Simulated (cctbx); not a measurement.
**What resolution and counting buy: La5Sn2Bi2**

Space group Cmce (no. 64), a = 15.9160 Å, b = 8.7890 Å, c = 8.4900 Å, α = 90.00°, β = 90.00°, γ = 90.00°.

| atom | mult. | x | y | z | Ueq (Å²) |
| --- | --- | --- | --- | --- | --- |
| Bi1 | 8 | 0.2049 | 0 | 0 | 0.0152 |
| La1 | 4 | 1/2 | 1/2 | 0 | 0.0069 |
| La2 | 16 | 0.1252 | 0.8357 | 0.3340 | 0.0117 |
| Sn1 | 8 | 1/2 | 0.8506 | 0.8672 | 0.0157 |

The model is made up (kin elements in a known structure type, no relaxation), so it says nothing on whether the phase exists.

Five simulated data sets (cctbx; Ag Kα, λ = 0.56087 Å; 6 % proportional error) differ in resolution or exposure (noise floor 15 counts in the first three, 8 in the last two). Each is refined with the right model, isotropic at 1.1 Å and anisotropic otherwise. How do the figures of merit and the uncertainties move?

```csv
d min (Å),top counts,"⟨I/σ⟩ (unmerged, absences included)",unique,param. (scale apart),Rint,R1,GooF,largest s.u. xyz (fractional),s.u. U of Sn1 (Å²),largest error (Å)
1.1,70000,6.0,243,10,0.046,0.0198,2.56,0.00019,0.0007,0.0017
0.84,70000,5.7,548,24,0.044,0.0113,0.92,0.00004,0.0002,0.0006
0.6,70000,4.9,1485,24,0.047,0.0126,0.93,0.00003,0.0001,0.0003
0.75,300,0.6,764,24,0.423,0.0787,0.90,0.00064,0.0025,0.0092
0.75,3000,2.3,764,24,0.092,0.0260,0.90,0.00013,0.0005,0.0017
```

GooF reaches 2.56 where the model lacks something that the data hold (anisotropy at the isotropic level, for one). The s.u. of U for Sn1 goes 0.0007, 0.0002, 0.0001 Å² with resolution and 0.0025, 0.0005 Å² with exposure.

The 1.1 Å row also differs in its displacement model, so it isn't a clean test of resolution.

Hardware for the 0.6 Å refinement: 0.7 s on 1 thread of Arm Neoverse N1, with other jobs on the host, peak memory 0.1 GiB.

[Logs are printed without paths, hosts, clocks, repeated set-up lines and the standing remarks that a program may print on its own settings, such as how far it seeks lower states.]
